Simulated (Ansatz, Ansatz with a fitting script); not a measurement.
## SrTiO3 (Tausonite): the order of polymorphs from LDA to RPA

Aim: the order of polymorphs of SrTiO3 (Tausonite) by density functionals and by RPA.

Calculated with Ansatz 0.2.0; density functionals and EXX+RPA, plane waves.

Most raw output is cut from this account.

## 1. The starting structure

Symmetry: Pm-3m, No. 221, cubic system. Conventional cell: a = 3.905 Å, b = 3.905 Å, c = 3.905 Å, α = 90.00°, β = 90.00°, γ = 90.00°. Sr has 12 O at 2.76 Å nearest. Ti has 6 O at 1.95 Å nearest. O has 2 Ti at 1.95 Å and 4 Sr at 2.76 Å nearest. Farther neighbours and most contacts between anions are not listed.

The start is a database's relaxed structure.

## 2. Relax (relaxation of Pm-3m)

Gaps follow bond lengths, so the structure is brought to rest first.

This step: DFT, r2SCAN with rVV10, plane waves, PAW.

The input, input.yaml:

```yaml
crystal:
  lattice:
    - [3.90528, 0.0, 0.0]
    - [0.0, 3.90528, 0.0]
    - [0.0, 0.0, 3.90528]
  atoms:
    - { symbol: Sr, position: [0.5, 0.5, 0.5] }
    - { symbol: Ti, position: [0.0, 0.0, 0.0] }
    - { symbol: O, position: [0.5, 0.0, 0.0] }
    - { symbol: O, position: [0.0, 0.5, 0.0] }
    - { symbol: O, position: [0.0, 0.0, 0.5] }
kpoints:
  mp_grid: { grid: [6, 6, 6] }
hamiltonian:
  xc: r2scan
  pseudopotentials: { kind: paw, source: ansatz }
  dispersion: rvv10
scf:
  occupations: { method: fermi_dirac, width: 0.02 }
relax:
  f_tol: 0.01
  max_steps: 60
  cell: {}
```

Command:

```bash
$ ansatz run input.yaml --threads 16 --pin off --max-ram 73728MiB --backend cpu --events-out ev --progress --plain --runs-dir out
```

Wall time 7.7 s (16 threads of Arm Neoverse V2, shared host); peak memory 1.5 GiB.

The steps of the relaxation:

```
step  energy less that of the first step (eV)  largest force component (eV/Å)  pressure (GPa)  volume (Å³)
   1                                   0.0000                          0.0000           -1.26        59.56
   2                                  -0.0016                          0.0000           -0.07        59.19
   3                                  -0.0016                          0.0000            0.00        59.17
  4*                                  -0.0016                          0.0000            0.00        59.17
```

Relaxation steps marked * repeat the geometry before them on a plane-wave basis chosen anew for their cell, so energy and pressure can jump there.

The run keeps the 48 symmetry operations that it works with, so distortions that break them were not tested.

```
conventional cell, symmetrised  before  after  change
                         a (Å)   3.905  3.897  -0.2 %
                         b (Å)   3.905  3.897  -0.2 %
                         c (Å)   3.905  3.897  -0.2 %
              volume (Å³/atom)   11.91  11.83  -0.7 %
```

The relaxed structure:

```xyz
5
Lattice="3.8967 0.0000 0.0000 0.0000 3.8967 0.0000 0.0000 0.0000 3.8967" Properties=species:S:1:pos:R:3 pbc="T T T"
Sr    1.9483    1.9483    1.9483
Ti    0.0000    0.0000    0.0000
O     1.9483    0.0000    0.0000
O     0.0000    1.9483    0.0000
O     0.0000    0.0000    1.9483
```

## 3. Relax (relaxation of I4/mcm)

input.yaml, the sections that differ from step 2:

```yaml
crystal:
  lattice:
    - [-2.7555, 2.7555, 3.898]
    - [2.7555, -2.7555, 3.898]
    - [2.7555, 2.7555, -3.898]
  atoms:
    - { symbol: Sr, position: [0.75, 0.25, 0.5] }
    - { symbol: Sr, position: [0.25, 0.75, 0.5] }
    - { symbol: Ti, position: [0.0, 0.0, 0.0] }
    - { symbol: Ti, position: [0.5, 0.5, 0.0] }
    - { symbol: O, position: [0.25, 0.25, 0.0] }
    - { symbol: O, position: [0.75, 0.75, 0.0] }
    - { symbol: O, position: [0.7451, 0.2451, 0.9902] }
    - { symbol: O, position: [0.2451, 0.2549, 0.5] }
    - { symbol: O, position: [0.2549, 0.7549, 0.0098] }
    - { symbol: O, position: [0.7549, 0.7451, 0.5] }
# kpoints, hamiltonian, scf, relax: as in step 2
```

The job ended after 46 s (16 threads; peak memory 3.9 GiB; 11 min of CPU time).

Step by step:

```
step  energy less that of the first step (eV)  largest force component (eV/Å)  pressure (GPa)  volume (Å³)
   1                                   0.0000                          0.0056           -0.10       118.39
   2                                  -0.0001                          0.0059            0.00       118.32
   3                                  -0.0004                          0.0069            0.17       118.22
   4                                  -0.0013                          0.0032            1.11       117.56
   5                                  -0.0036                          0.0041           -0.01       118.20
   6                                  -0.0038                          0.0000            0.00       118.20
  7*                                  -0.0037                          0.0000            0.00       118.20
```

Relaxation steps marked * repeat the geometry before them on a plane-wave basis chosen anew for their cell, so energy and pressure can jump there.

Forces are held to the 16 operations that the run works with; a distortion that breaks them can't arise in this run.

```
conventional cell, symmetrised  before  after  change
                         a (Å)   5.511  5.502  -0.2 %
                         b (Å)   5.511  5.502  -0.2 %
                         c (Å)   7.796  7.808  +0.2 %
              volume (Å³/atom)   11.84  11.82  -0.2 %
```

The atoms that moved most (Å, as changes of fractional coordinates times the final cell):

```
atom      dx      dy     dz  length
  O7  -0.071  -0.071  0.000   0.101
  O8   0.071  -0.071  0.000   0.101
  O9   0.071   0.071  0.000   0.101
 O10  -0.071   0.071  0.000   0.101
```

The relaxed structure:

```cif
data_structure
_symmetry_space_group_name_H-M 'P 1'
_symmetry_Int_Tables_number 1
_cell_length_a 5.5118
_cell_length_b 5.5118
_cell_length_c 5.5118
_cell_angle_alpha 120.114
_cell_angle_beta 120.114
_cell_angle_gamma 89.802
_cell_volume 118.20
loop_
_atom_site_label
_atom_site_type_symbol
_atom_site_fract_x
_atom_site_fract_y
_atom_site_fract_z
_atom_site_occupancy
Sr1 Sr 0.75000 0.25000 0.50000 1
Sr2 Sr 0.25000 0.75000 0.50000 1
Ti3 Ti 0.00000 0.00000 0.00000 1
Ti4 Ti 0.50000 0.50000 0.00000 1
O5 O 0.25000 0.25000 0.00000 1
O6 O 0.75000 0.75000 0.00000 1
O7 O 0.73211 0.23211 0.96421 1
O8 O 0.23211 0.26789 0.50000 1
O9 O 0.26789 0.76789 0.03579 1
O10 O 0.76789 0.73211 0.50000 1
```

## 4. Scf lda (preparation)

This step: DFT, LDA, plane waves, PAW.

The input, input.yaml:

```yaml
crystal:
  lattice:
    - [3.8966577037, 0.0, 0.0]
    - [0.0, 3.8966577037, 0.0]
    - [0.0, 0.0, 3.8966577037]
  atoms:
    - { symbol: Sr, position: [0.5, 0.5, 0.5] }
    - { symbol: Ti, position: [0.0, 0.0, 0.0] }
    - { symbol: O, position: [0.5, 0.0, 0.0] }
    - { symbol: O, position: [0.0, 0.5, 0.0] }
    - { symbol: O, position: [0.0, 0.0, 0.5] }
kpoints:
  mp_grid: { grid: [6, 6, 6] }
hamiltonian:
  xc: lda
  pseudopotentials: { kind: paw, source: ansatz }
scf:
  occupations: { method: fermi_dirac, width: 0.02 }
  n_extra_bands: 5
output:
  eigenvalues: true
  forces: true
  stress: true
```

Wall time 0.69 s (16 threads); peak memory 0.77 GiB; 7.2 s of CPU time.

Total energy -7570.0369 eV.

## 5. Scf lda (preparation)

This step: DFT, LDA, plane waves, norm-conserving pseudopotentials.

input.yaml, the sections that differ from step 4:

```yaml
kpoints:
  mp_grid: { grid: [2, 2, 2] }
hamiltonian:
  xc: lda
  pseudopotentials: { kind: nc, xc_functional: pbe }
scf:
  occupations: { method: fixed }
  n_extra_bands: 5
# crystal, output: as in step 4
```

Elapsed: 0.32 s, on 16 threads; peak memory 0.39 GiB.

Total energy -3938.2482 eV.

## 6. Energy LDA (polymorph Pm-3m)

This step: DFT, LDA, plane waves, PAW.

input.yaml, the sections that differ from step 5:

```yaml
kpoints:
  mp_grid: { grid: [6, 6, 6] }
hamiltonian:
  xc: lda
  pseudopotentials: { kind: paw, source: ansatz }
scf:
  occupations: { method: fixed }
  n_extra_bands: 5
  convergence: { dr2_threshold: 1.0e-09 }
# crystal, output: as in step 5
```

Wall time 0.75 s (16 threads); peak memory 0.77 GiB; 8.1 s of CPU time.

Total energy -7570.0369 eV.

## 7. Energy PBEsol (polymorph Pm-3m)

This step: DFT, PBEsol, plane waves, PAW.

Edit input.yaml of step 6 so:

```diff
@@ -14,3 +14,3 @@
 hamiltonian:
-  xc: lda
+  xc: pbesol
   pseudopotentials: { kind: paw, source: ansatz }
```

Wall time 0.76 s (16 threads); peak memory 0.79 GiB.

Total energy -7657.8770 eV.

## 8. Energy PBEsol-D3(BJ) (polymorph Pm-3m)

This step: DFT, PBEsol with D3(BJ) dispersion, plane waves, PAW.

Edit input.yaml of step 7 so:

```diff
@@ -16,2 +16,3 @@
   pseudopotentials: { kind: paw, source: ansatz }
+  dispersion: d3bj
 scf:
```

Wall time 0.77 s (16 threads); peak memory 0.79 GiB; 8.4 s of CPU time.

Total energy -7659.1539 eV.

## 9. Energy r2SCAN (polymorph Pm-3m)

r2SCAN sits between gradient functionals and hybrids in what it does to gaps, at little more than semilocal cost.

This step: DFT, r2SCAN, plane waves, PAW.

Edit input.yaml of step 8 so:

```diff
@@ -14,5 +14,4 @@
 hamiltonian:
-  xc: pbesol
+  xc: r2scan
   pseudopotentials: { kind: paw, source: ansatz }
-  dispersion: d3bj
 scf:
```

Run time: 1.7 s. Hardware: 16 threads; peak memory 1.3 GiB.

Total energy -7775.2293 eV.

## 10. Energy r2SCAN+rVV10 (polymorph Pm-3m)

This step: DFT, r2SCAN with rVV10, plane waves, PAW.

Edit input.yaml of step 9 so:

```diff
@@ -16,2 +16,3 @@
   pseudopotentials: { kind: paw, source: ansatz }
+  dispersion: rvv10
 scf:
```

It took 3 s on 16 threads; peak memory 1.5 GiB; 39 s of CPU time.

Total energy -7772.3307 eV.

## 11. Energy r2SCAN-D4 (polymorph Pm-3m)

This step: DFT, r2SCAN with D4 dispersion, plane waves, PAW.

Edit input.yaml of step 10 so:

```diff
@@ -16,3 +16,3 @@
   pseudopotentials: { kind: paw, source: ansatz }
-  dispersion: rvv10
+  dispersion: d4
 scf:
```

Run time: 1.7 s. Hardware: 16 threads; peak memory 1.3 GiB.

Total energy -7775.6079 eV.

## 12. Energy RPA (polymorph Pm-3m)

The RPA correlation energy is summed at several response cutoffs, since it converges slowly from above.

This step: EXX+RPA on LDA, plane waves, norm-conserving pseudopotentials.

The input, input.yaml:

```yaml
crystal:
  lattice:
    - [3.8966577037, 0.0, 0.0]
    - [0.0, 3.8966577037, 0.0]
    - [0.0, 0.0, 3.8966577037]
  atoms:
    - { symbol: Sr, position: [0.5, 0.5, 0.5] }
    - { symbol: Ti, position: [0.0, 0.0, 0.0] }
    - { symbol: O, position: [0.5, 0.0, 0.0] }
    - { symbol: O, position: [0.0, 0.5, 0.0] }
    - { symbol: O, position: [0.0, 0.0, 0.5] }
kpoints:
  mp_grid: { grid: [4, 4, 4] }
hamiltonian:
  xc: lda
  pseudopotentials: { kind: nc, xc_functional: pbe }
scf:
  occupations: { method: fixed }
  convergence: { dr2_threshold: 1.0e-09 }
output:
  rpa_energy:
    ecut_chi_ladder: [156, 182, 208, 234, 260]
    long_wavelength: optical_limit
    n_empty_bands: 199
basis:
  ecutwfc: 1240.0
  xc_grid: 3
```

Wall time 55 s (16 threads); peak memory 2 GiB.

Numbers from this step:

```yaml
exact_exchange_energy: -556.4575 eV
rpa_correlation_energy: -72.4002 eV
```

Extrapolated from these cutoffs, the correlation energy is -14.48 eV per atom (fit error 0.08); such a limit moves with the range of cutoffs.

RPA ladder, by row:

```
response cutoff (eV)  mean plane waves  sphere-equivalent cutoff (eV)  correlation energy (eV)
                 156               263                          156.5                   -55.84
                 182             329.4                          181.8                   -58.82
                 208             401.2                          207.4                   -61.22
                 234             481.9                          234.3                   -63.24
                 260             563.1                            260                   -64.79
```

## 13. Energy Hartree-Fock on PAW files (polymorph Pm-3m)

Exact exchange on orbitals of the same functional is the other half of the RPA total energy; it is taken from PAW data, not from the files of the RPA run.

This step: Hartree-Fock energy on orbitals of LDA, plane waves, PAW.

input.yaml, the sections that differ from step 12:

```yaml
hamiltonian:
  xc: lda
  pseudopotentials: { kind: paw, source: ansatz, frozen_core: stored }
output:
  embedding: [{ level: hf }]
basis:
  ecutwfc: 1000
# crystal, kpoints, scf: as in step 12
```

Run time: 33 s. Hardware: 16 threads; peak memory 1.2 GiB; 7.9 min of CPU time.

Numbers from this step:

```
Hartree-Fock energy on these orbitals : -7661.1355 eV
```

## 14. All cells and rungs

The same runs were made at every cell; a script gathers them. RPA correlation comes from norm-conserving files. It is added to exact exchange from a separate PAW run with frozen cores, on orbitals of the same functional but not those of the RPA run. Both sets of files were made for PBE. One row takes the correlation at one cutoff for all cells, another carries it to the limit cell by cell, where the extrapolations scatter.

Cells, by row:

```
   polymorph  atoms  volume per formula unit (Å³)
 Pm-3m (221)      5                         59.17
I4/mcm (140)     10                          59.1
```

Energy less that of the first cell; no zero-point or thermal terms; the two rows with exchange from PAW are two estimates of the RPA value: one cutoff favours the denser form, the extrapolation scatters; the order is settled only where both agree in sign beyond some 15 meV. Ladder, by row:

```
                                                                             level  Pm-3m (221), meV per formula unit  I4/mcm (140), meV per formula unit  wall time, all cells (s)
                                                                               LDA                                  0                                -8.5                      3.82
                                                                            PBEsol                                  0                                -6.4                         4
                                                                     PBEsol-D3(BJ)                                  0                                -7.9                      4.09
                                                                            r2SCAN                                  0                                -2.1                      8.31
                                                                      r2SCAN+rVV10                                  0                                -2.8                     12.34
                                                                         r2SCAN-D4                                  0                                -2.9                      8.43
                                            EXX (PAW, exact core-valence exchange)                                  0                                18.9                         -
 EXX+RPA, exchange from PAW, correlation at one sphere-equivalent cutoff of 247 eV                                  0                                -9.2                      1254
                 EXX+RPA, exchange from PAW, correlation extrapolated in each cell                                  0                                 3.3                      1254
  EXX+RPA on norm-conserving files alone at that cutoff, core-valence term dropped                                  0                                -9.4                      1254
EXX+RPA on norm-conserving files alone at that cutoff, core-valence term semilocal                                  0                                -9.5                      1254
                                                                   RPA correlation                                  0                                 -28                      1254
```

## 15. Summary of results

| Item | Value |
| --- | --- |
| LDA | lowest: I4/mcm (140) |
| PBEsol | lowest: I4/mcm (140) |
| PBEsol-D3(BJ) | lowest: I4/mcm (140) |
| r2SCAN | lowest: I4/mcm (140) |
| r2SCAN+rVV10 | lowest: I4/mcm (140) |
| r2SCAN-D4 | lowest: I4/mcm (140) |
| EXX+RPA, exchange from PAW, correlation at one sphere-equivalent cutoff of 247 eV | lowest: I4/mcm (140) |
| EXX+RPA, exchange from PAW, correlation extrapolated in each cell | lowest: Pm-3m (221) |
| RPA settings | 4×4×4 mesh, response cutoffs up to 260 eV |

In words: Against the first cell the two RPA rows with exchange from PAW give I4/mcm (140) -9 to 3 meV per formula unit; neither is exact, since one cutoff truncates unlike cells unequally and the extrapolation scatters. They disagree or lie within 15 meV of zero, so the order is not settled. Energies are for static lattices at cells relaxed by one functional; vibrations can shift such differences by some meV per atom. Each cell's own extrapolation carries a fit error of up to 80 meV per atom, and its limit still moves with the cutoffs, so totals aren't converged; only differences at equal settings are used. RPA is evaluated on semilocal orbitals, not self-consistently, on a coarse mesh. The cells differ in size and shape, so mesh and cutoff errors cancel only in part.

[Paths, hosts, dates, memory and timing lines, banners, echoed tables and standing remarks are left out of the program output.]

[Logs are printed without paths, hosts, clocks, repeated set-up lines and the standing remarks that a program may print on its own settings, such as how far it seeks lower states.]

[Runs of the session that timed out or met a known fault of the program may be left out.]

[Hosts, paths, dates, database ids (printed as entryN), source tags and the programs' standing remarks are cut or masked in the printed files.]
